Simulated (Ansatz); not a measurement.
**H on Ti(0001): change of the work function**

Aim: the work function of Ti(0001) at several coverages of H (fcc site), and the dipole that each adsorbate carries.

Main program and level: Ansatz 0.2.0; plane-wave DFT, PBE, Ansatz PAW (set soft_1); PAW set soft_1.

The raw output is cut from this account; settings, times and results stay.

### 1. The system as given

The cell holds 4 atoms: 4 Ti. Its edges and angles: a = 2.950 Å, b = 2.950 Å, c = 25.027 Å, α = 90.0°, β = 90.0°, γ = 60.0°. Vacuum lies along c.

### 2. The clean slab

The bare slab comes first, as the zero from which every change is counted. The two lowest layers are held at bulk places and the upper ones relax. The dipole correction removes the false field that a one-sided slab makes across the periodic vacuum, so each face gets a flat vacuum level of its own.

Input file input.yaml:

```yaml
crystal:
  lattice:
    - [2.95, 0.0, 0.0]
    - [1.475, 2.5547749412, 0.0]
    - [0.0, 0.0, 25.0269]
  atoms:
    - { symbol: Ti, position: [0.6666666667, 0.6666666667, 0.3596130564] }
    - { symbol: Ti, position: [0.0, 0.0, 0.4532043521] }
    - { symbol: Ti, position: [0.6666666667, 0.6666666667, 0.5467956479] }
    - { symbol: Ti, position: [0.0, 0.0, 0.6403869436] }
kpoints:
  mp_grid: { grid: [12, 12, 1] }
hamiltonian:
  xc: pbe
  pseudopotentials: { kind: paw, azcp: { folder: soft_1 } }
scf:
  occupations: { method: fermi_dirac, width: 0.1 }
  convergence: { dr2_threshold: 1.0e-08 }
efield:
  axis: 3
  dipole_correction: true
  ramp_position: 0.97
  ramp_width: 0.06
relax:
  f_tol: 0.02
  max_steps: 60
  constraints: [{ sites: [0, 1] }]
output:
  write_potential: true
  write_density: true
  volumetric_format: npy
```

Launch:

```sh
$ ansatz run input.yaml --threads 4 --pin off --max-ram 16384MiB --backend cpu --events-out ev --progress --plain --runs-dir out
```

Elapsed: 8.8 s, on 4 threads of Arm Neoverse V2, shared host; peak memory 0.5 GiB; 33 s of CPU time.

Relaxation path:

| step | energy less that of the first step (eV) | largest force component (eV/Å) |
| --- | --- | --- |
| 1 | 0.0000 | 0.6136 |
| 2 | -0.0393 | 0.4335 |
| 3 | -0.0562 | 0.0117 |

Forces are held to the 6 operations that the program found; a distortion that breaks them can't arise in this run.

The atoms that moved most (Å):

| atom | dx | dy | dz | length |
| --- | --- | --- | --- | --- |
| Ti4 | 0.000 | 0.000 | -0.106 | 0.106 |
| Ti3 | 0.000 | 0.000 | 0.068 | 0.068 |

Final coordinates:

```xyz
4
Lattice="2.9500 0.0000 0.0000 1.4750 2.5548 0.0000 0.0000 0.0000 25.0269" Properties=species:S:1:pos:R:3
Ti    2.9500    1.7032    9.0000
Ti    0.0000    0.0000   11.3423
Ti    2.9500    1.7032   13.7524
Ti    0.0000    0.0000   15.9208
```

Numbers from this step:

* energy at zero smearing: -9996.7564 eV
* work function, upper face: 4.374 eV
* work function, lower face: 4.424 eV
* dipole along the normal: 0.002085 e·Å
* step between the vacuum levels: -0.05007 eV

Running mean over 2.342 Å of the planar mean; the ramp of the sawtooth is left out. Table of electron's electrostatic potential energy less the Fermi level by z:

z (Å), electron's electrostatic potential energy less the Fermi level (eV) and a bar from the least value:
```
        4       4.42 ##############################
        5       4.40 ##############################
        6       4.24 ##############################
        7       2.88 ##########################
        8      -3.56 ###########
        9      -7.41 ##
       10      -7.27 ###
       11      -7.26 ###
       12      -7.03 ###
       13      -6.97 ###
       14      -7.63 ##
       15      -8.44 
       16      -7.48 ##
       17      -2.99 #############
       18       3.07 ###########################
       19       4.22 ##############################
       20       4.36 ##############################
       21       4.37 ##############################
```

The relaxation took 3 steps and lowered the energy by 0.056 eV; the largest force on the free atoms ends at 0.012 eV/Å.

The work function of the upper face is 4.37 eV.

### 3. Adsorbate added, k-mesh 4×4×1, coverage 0.111 ML

System of this step: H/Ti(0001). The cell holds 37 atoms: 36 Ti and 1 H. Cell: a = 8.850 Å, b = 8.850 Å, c = 25.905 Å, α = 90.0°, β = 90.0°, γ = 60.0°. Vacuum lies along c.

The clean slab as it ended is repeated in the plane and the adsorbate is set on one face; the cell's size fixes the coverage, and the k-mesh shrinks with it to keep the sampling density about even. Adsorbate and upper layers relax, since the dipole depends on the height.

Input file input.yaml:

```yaml
crystal:
  lattice:
    - [8.8500000001, 0.0, 0.0]
    - [4.425, 7.6643248235, 0.0]
    - [0.0, 0.0, 25.9053905263]
  atoms:
    - { symbol: Ti, position: [0.2222222222, 0.2222222222, 0.3474180399] }
    - { symbol: Ti, position: [0.0, 0.0, 0.4378355148] }
    - { symbol: Ti, position: [0.2222222222, 0.2222222222, 0.5308695644] }
    - { symbol: Ti, position: [0.0, 0.0, 0.6145744501] }
    - { symbol: Ti, position: [0.2222222222, 0.5555555556, 0.3474180399] }
    - { symbol: Ti, position: [0.0, 0.3333333333, 0.4378355148] }
    - { symbol: Ti, position: [0.2222222222, 0.5555555556, 0.5308695644] }
    - { symbol: Ti, position: [0.0, 0.3333333333, 0.6145744501] }
[... 25 atom lines left out ...]
    - { symbol: Ti, position: [0.6666666667, 0.6666666667, 0.4378355148] }
    - { symbol: Ti, position: [0.8888888889, 0.8888888889, 0.5308695644] }
    - { symbol: Ti, position: [0.6666666667, 0.6666666667, 0.6145744501] }
    - { symbol: H, position: [0.1111111111, 0.1111111111, 0.6525819601] }
kpoints:
  mp_grid: { grid: [4, 4, 1] }
hamiltonian:
  xc: pbe
  pseudopotentials: { kind: paw, azcp: { folder: soft_1 } }
scf:
  occupations: { method: fermi_dirac, width: 0.1 }
  convergence: { dr2_threshold: 1.0e-08 }
efield:
  axis: 3
  dipole_correction: true
  ramp_position: 0.97
  ramp_width: 0.06
relax:
  f_tol: 0.02
  max_steps: 60
  constraints:
    - { sites: [0, 1, 4, 5, 8, 9, 12, 13, 16, 17, 20, 21, 24, 25, 28, 29, 32, 33] }
output:
  write_potential: true
  write_density: true
  volumetric_format: npy
```

It took 5.7 min on 4 threads; peak memory 7.5 GiB.

Relaxation path:

| step | energy less that of the first step (eV) | largest force component (eV/Å) |
| --- | --- | --- |
| 1 | 0.0000 | 0.1697 |
| 2 | -0.0105 | 0.1630 |
| 3 | -0.0220 | 0.0099 |

The run keeps the 6 symmetry operations that the program found, so distortions that break them were not tested.

The atoms that moved most (Å):

| atom | dx | dy | dz | length |
| --- | --- | --- | --- | --- |
| H37 | 0.000 | 0.000 | 0.099 | 0.099 |
| Ti16 | -0.022 | 0.013 | 0.021 | 0.032 |
| Ti8 | 0.000 | -0.025 | 0.021 | 0.032 |
| Ti4 | 0.022 | 0.013 | 0.021 | 0.032 |
| Ti24 | 0.000 | -0.015 | -0.015 | 0.021 |
| Ti32 | -0.013 | 0.007 | -0.015 | 0.021 |
| Ti20 | 0.013 | 0.007 | -0.015 | 0.021 |
| Ti23 | -0.003 | 0.002 | -0.014 | 0.014 |

Final coordinates:

```xyz
37
Lattice="8.8500 0.0000 0.0000 4.4250 7.6643 0.0000 0.0000 0.0000 25.9054" Properties=species:S:1:pos:R:3
Ti    2.9500    1.7032    9.0000
Ti    0.0000    0.0000   11.3423
Ti    2.9491    1.7026   13.7566
Ti    0.0217    0.0125   15.9415
Ti    4.4250    4.2580    9.0000
Ti    1.4750    2.5548   11.3423
Ti    4.4217    4.2599   13.7390
Ti    1.4750    2.5298   15.9415
Ti    5.9000    6.8127    9.0000
Ti    2.9500    5.1095   11.3423
Ti    5.9000    6.8138   13.7566
Ti    2.9462    5.1117   15.9080
Ti    5.9000    1.7032    9.0000
Ti    2.9500    0.0000   11.3423
Ti    5.9000    1.6993   13.7390
Ti    2.9283    0.0125   15.9415
Ti    7.3750    4.2580    9.0000
Ti    4.4250    2.5548   11.3423
Ti    7.3783    4.2599   13.7390
Ti    4.4380    2.5623   15.9056
Ti    8.8500    6.8127    9.0000
Ti    5.9000    5.1095   11.3423
Ti    8.8469    6.8145   13.7387
Ti    5.9000    5.0946   15.9056
Ti    8.8500    1.7032    9.0000
Ti    5.9000    0.0000   11.3423
Ti    8.8509    1.7026   13.7566
Ti    5.9000   -0.0043   15.9080
Ti   10.3250    4.2580    9.0000
Ti    7.3750    2.5548   11.3423
Ti   10.3250    4.2544   13.7387
Ti    7.3620    2.5623   15.9056
Ti   11.8000    6.8127    9.0000
Ti    8.8500    5.1095   11.3423
Ti   11.8031    6.8145   13.7387
Ti    8.8538    5.1117   15.9080
H     1.4750    0.8516   17.0042
```

This step gave:

- energy at zero smearing: -89987.7493 eV
- work function, upper face: 4.363 eV
- work function, lower face: 4.422 eV
- dipole along the normal: 0.02223 e·Å
- step between the vacuum levels: -0.05930 eV

Running mean over 2.342 Å of the planar mean; the ramp of the sawtooth is left out. Electron's electrostatic potential energy less the Fermi level against z:

| z (Å) | electron's electrostatic potential energy less the Fermi level (eV) |
| --- | --- |
| 3.5 | 4.42 |
| 4.0 | 4.42 |
| 4.5 | 4.42 |
| 5.0 | 4.40 |
| 5.5 | 4.36 |
| 6.0 | 4.24 |
| 6.5 | 3.89 |
| 7.0 | 2.88 |
| 7.5 | 0.228 |
| 8.0 | -3.56 |
| 8.5 | -6.52 |
| 9.0 | -7.41 |
| 9.5 | -7.38 |
| 10.0 | -7.27 |
| 10.5 | -7.24 |
| 11.0 | -7.26 |
| 11.5 | -7.24 |
| 12.0 | -7.06 |
| 12.5 | -6.94 |
| 13.0 | -7.01 |
| 13.5 | -7.26 |
| 14.0 | -7.63 |
| 14.5 | -8.26 |
| 15.0 | -8.40 |
| 15.5 | -8.00 |
| 16.0 | -7.52 |
| 16.5 | -6.24 |
| 17.0 | -3.04 |
| 17.5 | 0.658 |
| 18.0 | 3.03 |
| 18.5 | 3.91 |
| 19.0 | 4.22 |
| 19.5 | 4.32 |
| 20.0 | 4.35 |
| 20.5 | 4.36 |
| 21.0 | 4.36 |
| 21.5 | 4.36 |
| 22.0 | 4.36 |
| 22.5 | 4.36 |

The relaxation took 3 steps and lowered the energy by 0.022 eV; the largest force on the free atoms ends at 0.0099 eV/Å.

The covered face has 4.36 eV, -0.01 eV against the clean one; the bare back face has moved by -0.00 eV, a measure of how thin the slab is.

### 4. Adsorbate added, k-mesh 6×6×1, coverage 0.25 ML

System of this step: H/Ti(0001). The cell holds 17 atoms: 16 Ti and 1 H. Cell: a = 5.900 Å, b = 5.900 Å, c = 25.905 Å, α = 90.0°, β = 90.0°, γ = 60.0°. Vacuum lies along c.

Another coverage, to see how the dipoles act on each other as their distance changes.

Input file input.yaml:

```yaml
crystal:
  lattice:
    - [5.9, 0.0, 0.0]
    - [2.95, 5.1095498824, 0.0]
    - [0.0, 0.0, 25.9053905263]
  atoms:
    - { symbol: Ti, position: [0.3333333333, 0.3333333333, 0.3474180399] }
    - { symbol: Ti, position: [0.0, 0.0, 0.4378355148] }
    - { symbol: Ti, position: [0.3333333333, 0.3333333333, 0.5308695644] }
    - { symbol: Ti, position: [0.0, 0.0, 0.6145744501] }
    - { symbol: Ti, position: [0.3333333333, 0.8333333333, 0.3474180399] }
    - { symbol: Ti, position: [0.0, 0.5, 0.4378355148] }
    - { symbol: Ti, position: [0.3333333333, 0.8333333333, 0.5308695644] }
    - { symbol: Ti, position: [0.0, 0.5, 0.6145744501] }
    - { symbol: Ti, position: [0.8333333333, 0.3333333333, 0.3474180399] }
    - { symbol: Ti, position: [0.5, 0.0, 0.4378355148] }
    - { symbol: Ti, position: [0.8333333333, 0.3333333333, 0.5308695644] }
    - { symbol: Ti, position: [0.5, 0.0, 0.6145744501] }
    - { symbol: Ti, position: [0.8333333333, 0.8333333333, 0.3474180399] }
    - { symbol: Ti, position: [0.5, 0.5, 0.4378355148] }
    - { symbol: Ti, position: [0.8333333333, 0.8333333333, 0.5308695644] }
    - { symbol: Ti, position: [0.5, 0.5, 0.6145744501] }
    - { symbol: H, position: [0.1666666667, 0.1666666667, 0.6525819601] }
kpoints:
  mp_grid: { grid: [6, 6, 1] }
hamiltonian:
  xc: pbe
  pseudopotentials: { kind: paw, azcp: { folder: soft_1 } }
scf:
  occupations: { method: fermi_dirac, width: 0.1 }
  convergence: { dr2_threshold: 1.0e-08 }
efield:
  axis: 3
  dipole_correction: true
  ramp_position: 0.97
  ramp_width: 0.06
relax:
  f_tol: 0.02
  max_steps: 60
  constraints: [{ sites: [0, 1, 4, 5, 8, 9, 12, 13] }]
output:
  dos: { projected: true, e_range: [-8, 4] }
  write_potential: true
  write_density: true
  volumetric_format: npy
  elf: true
```

The job ended after 57 s (4 threads; peak memory 2.2 GiB; 3.7 min of CPU time).

Relaxation path:

| step | energy less that of the first step (eV) | largest force component (eV/Å) |
| --- | --- | --- |
| 1 | 0.0000 | 0.2909 |
| 2 | -0.0131 | 0.2207 |
| 3 | -0.0202 | 0.0075 |

Forces are held to the 6 operations that the program found; a distortion that breaks them can't arise in this run.

The atoms that moved most (Å):

| atom | dx | dy | dz | length |
| --- | --- | --- | --- | --- |
| H17 | 0.000 | 0.000 | 0.098 | 0.098 |
| Ti16 | 0.000 | 0.000 | -0.042 | 0.042 |
| Ti4 | 0.015 | 0.009 | 0.021 | 0.027 |
| Ti12 | -0.015 | 0.009 | 0.021 | 0.027 |
| Ti8 | 0.000 | -0.017 | 0.021 | 0.027 |
| Ti15 | 0.000 | 0.000 | -0.010 | 0.010 |
| Ti7 | 0.000 | 0.008 | -0.006 | 0.010 |
| Ti11 | 0.007 | -0.004 | -0.006 | 0.010 |

The relaxed structure:

```xyz
17
Lattice="5.9000 0.0000 0.0000 2.9500 5.1095 0.0000 0.0000 0.0000 25.9054" Properties=species:S:1:pos:R:3
Ti    2.9500    1.7032    9.0000
Ti    0.0000    0.0000   11.3423
Ti    2.9434    1.6994   13.7464
Ti    0.0149    0.0086   15.9416
Ti    4.4250    4.2580    9.0000
Ti    1.4750    2.5548   11.3423
Ti    4.4250    4.2656   13.7464
Ti    1.4750    2.5375   15.9416
Ti    5.9000    1.7032    9.0000
Ti    2.9500    0.0000   11.3423
Ti    5.9066    1.6994   13.7464
Ti    2.9351    0.0086   15.9416
Ti    7.3750    4.2580    9.0000
Ti    4.4250    2.5548   11.3423
Ti    7.3750    4.2580   13.7419
Ti    4.4250    2.5548   15.8792
H     1.4750    0.8516   17.0034
```

Numbers from this step:

```yaml
energy_at_zero_smearing: -40003.9805 eV
work_function_upper_face: 4.305 eV
work_function_lower_face: 4.417 eV
dipole_along_the_normal: 0.01876 e·Å
step_between_the_vacuum_levels: -0.1126 eV
```

The density of states has structure finer than the step of the table below, so its rows give means over 0.25 eV. Peaks (eV: height): -1.260: 47.6, -1.200: 50.2, -0.720: 70.2, -0.360: 52.7, -0.060: 58.4, 0.000: 49.5, 0.390: 47.0.

Density of states against energy, zero at the Fermi level; means over each step:

energy (eV), density of states (states/eV a cell) and a bar:
```
    -6.25        0.0 
    -6.00        0.2 
    -5.75        1.4 #
    -5.50        1.8 #
    -5.25        4.6 ###
    -5.00        2.5 ##
    -4.75        1.6 #
    -4.50        2.0 #
    -4.25        2.5 ##
    -4.00        2.9 ##
    -3.75        4.6 ###
    -3.50        3.0 ##
    -3.25        2.4 ##
    -3.00        7.3 #####
    -2.75        7.9 ######
    -2.50        8.5 ######
    -2.25       15.6 ###########
    -2.00       18.7 #############
    -1.75       22.5 ################
    -1.50       16.5 ############
    -1.25       23.3 #################
    -1.00       20.5 ###############
    -0.75       42.1 ##############################
    -0.50       14.8 ###########
    -0.25       23.7 #################
     0.00       35.6 #########################
     0.25       32.5 #######################
     0.50       34.4 ########################
```

Projected DOS per atom over height of the atomic layer and energy from the Fermi level. Layers: Ti4 Ti4 Ti4 Ti4 H from below.

Ten even steps from '0' (0.00 states/eV) to '9' (2.72 states/eV), each cell a mean:
```
96580
95470
63250
67660
53440
34430
34540
23420
11110
11110
00000
00100
00000
00000
00014
00002
00000
00000
00000
00000
00000
00000
```
Columns: height of the atomic layer (Å) from 9 to 17.0 (not evenly spaced); rows upwards: energy from the Fermi level (eV) from -7.96 to 0.645.

Valence density in the ca plane at fractional y = 0.000, with atoms of Ti within 0.2 Å of it. It is the smooth field of the valence electrons, not physical close to the nuclei.

Values in units of 1e0 e/Å³, 9 rows by 16 columns, each cell a mean:
```
0.2 0.2 2.5 3.6 0.2 0.2 0.3 4.6 1.2 0.0 0.0 0.0 0.0 0.0 0.0 0.0
0.4 0.2 0.3 0.3 0.2 0.4 0.2 0.3 0.2 0.0 0.0 0.0 0.0 0.0 0.0 0.0
0.4 0.3 0.2 0.2 0.2 0.5 0.2 0.2 0.1 0.0 0.0 0.0 0.0 0.0 0.0 0.0
0.2 0.2 1.8 2.5 0.2 0.2 0.3 3.2 0.8 0.0 0.0 0.0 0.0 0.0 0.0 0.0
0.2 0.2 4.1 5.9 0.2 0.2 0.4 7.8 2.1 0.0 0.0 0.0 0.0 0.0 0.0 0.0
0.2 0.2 0.9 1.2 0.2 0.3 0.3 1.7 0.5 0.0 0.0 0.0 0.0 0.0 0.0 0.0
0.5 0.3 0.2 0.2 0.2 0.5 0.2 0.2 0.2 0.1 0.0 0.0 0.0 0.0 0.0 0.0
0.3 0.2 0.5 0.7 0.2 0.3 0.2 0.9 0.3 0.0 0.0 0.0 0.0 0.0 0.0 0.0
0.2 0.2 3.7 5.2 0.2 0.2 0.4 7.0 1.9 0.0 0.0 0.0 0.0 0.0 0.0 0.0
```
Columns run along c (16.0 Å, from fractional 0.33 to 0.94 of the cell), rows up along a (5.9 Å). Atoms in or near the plane, at fractional coordinates: Ti at (0.44, 0.00), Ti at (0.62, 0.00), Ti at (0.44, 0.50), Ti at (0.62, 0.50).

Electrostatic potential energy in the ca plane at fractional y = 0.000, with atoms of Ti within 0.2 Å of it. With pseudopotentials it is smooth inside the atoms' cores, unlike the true potential.

Ten even steps from '0' (-40 eV) to '9' (6 eV), each cell a mean:
```
99999730003799999862000489999999999999999999
88889862136898888885224789999999999999999999
76678987678987667888767899999999999999999999
65568998889987546899888999999999999999999999
75578988888987557898888999999999999999999999
87788875457888778886446899999999999999999999
98899841014899889873001589999999999999999999
99999720002799999861000489999999999999999999
99999730003799999861000489999999999999999999
88889862136898888874213789999999999999999999
76678987678987667888667899999999999999999999
65568998889987546899888999999999999999999999
75578988888987557888888999999999999999999999
87788875457888778886435799999999999999999999
98899841014899889873001589999999999999999999
99999720002799999861000489999999999999999999
```
Columns run along c (16.0 Å, from fractional 0.33 to 0.94 of the cell; values clipped at the 3rd and 97th percentile), rows up along a (5.9 Å). Atoms in or near the plane, at fractional coordinates: Ti at (0.44, 0.00), Ti at (0.62, 0.00), Ti at (0.44, 0.50), Ti at (0.62, 0.50).

ELF in the ca plane at fractional y = 0.000, with atoms of Ti within 0.2 Å of it. It is the smooth field of the valence electrons, not physical close to the nuclei.

Ten even steps from '0' (0.00) to '9' (0.77), each cell a mean:
```
66776269995257789627999400000000000000000000
22244226762243234423675111110000000000000000
12213422222431121232221233311000000000000000
23312553235521331255433555421000000000000000
13212542223521221244222344321000000000000000
11223313431332122322342112210000000000000000
44565248984255557525897200000000000000000000
77886279897268899638989500000000000000000000
66776269995257788627999400000000000000000000
22244226762243234423775112100000000000000000
12213422222431121332221356410000000000000000
23312553235521331255323798620000000000000000
13212542223521221243212587520000000000000000
11223313431332122322442133210000000000000000
44565248984255557525997201100000000000000000
77886279897268899638889500000000000000000000
```
Columns run along c (16.0 Å, from fractional 0.33 to 0.94 of the cell), rows up along a (5.9 Å). Atoms in or near the plane, at fractional coordinates: Ti at (0.44, 0.00), Ti at (0.62, 0.00), Ti at (0.44, 0.50), Ti at (0.62, 0.50).

The relaxation took 3 steps and lowered the energy by 0.020 eV; the largest force on the free atoms ends at 0.0075 eV/Å.

By hand: a sheet of dipoles makes a step −p/(ε₀A) in the electron's potential. With e/ε₀ = 180.95 V·Å, p = 0.01876 e·Å and A = 30.15 Å², that is −180.95 × (0.01876) / 30.15 = -0.113 eV, and the two vacuum levels of the run differ by -0.113 eV.

The covered face has 4.30 eV, -0.07 eV against the clean one; the bare back face has moved by -0.01 eV, a measure of how thin the slab is.

(Continued in part 2 of 2.)

[Long decimals in the printed logs are rounded to 6 places.]

[Logs are printed without paths, hosts, clocks, repeated set-up lines and the standing remarks that a program may print on its own settings, such as how far it seeks lower states.]

[Hosts, paths, dates, database ids (printed as entryN), source tags and the programs' standing remarks are cut or masked in the printed files.]

[Maps of the electrostatic potential energy from Ansatz leave out the sawtooth potential of an applied field or a dipole correction, so their vacuum need not be flat; planar profiles and work functions include it.]

[The density of states shown here was stored with 400 of the rows of the run's finer table, so its peaks can read low, often by over a quarter, or be missed, and its means over a window can be off by a tenth or more.]
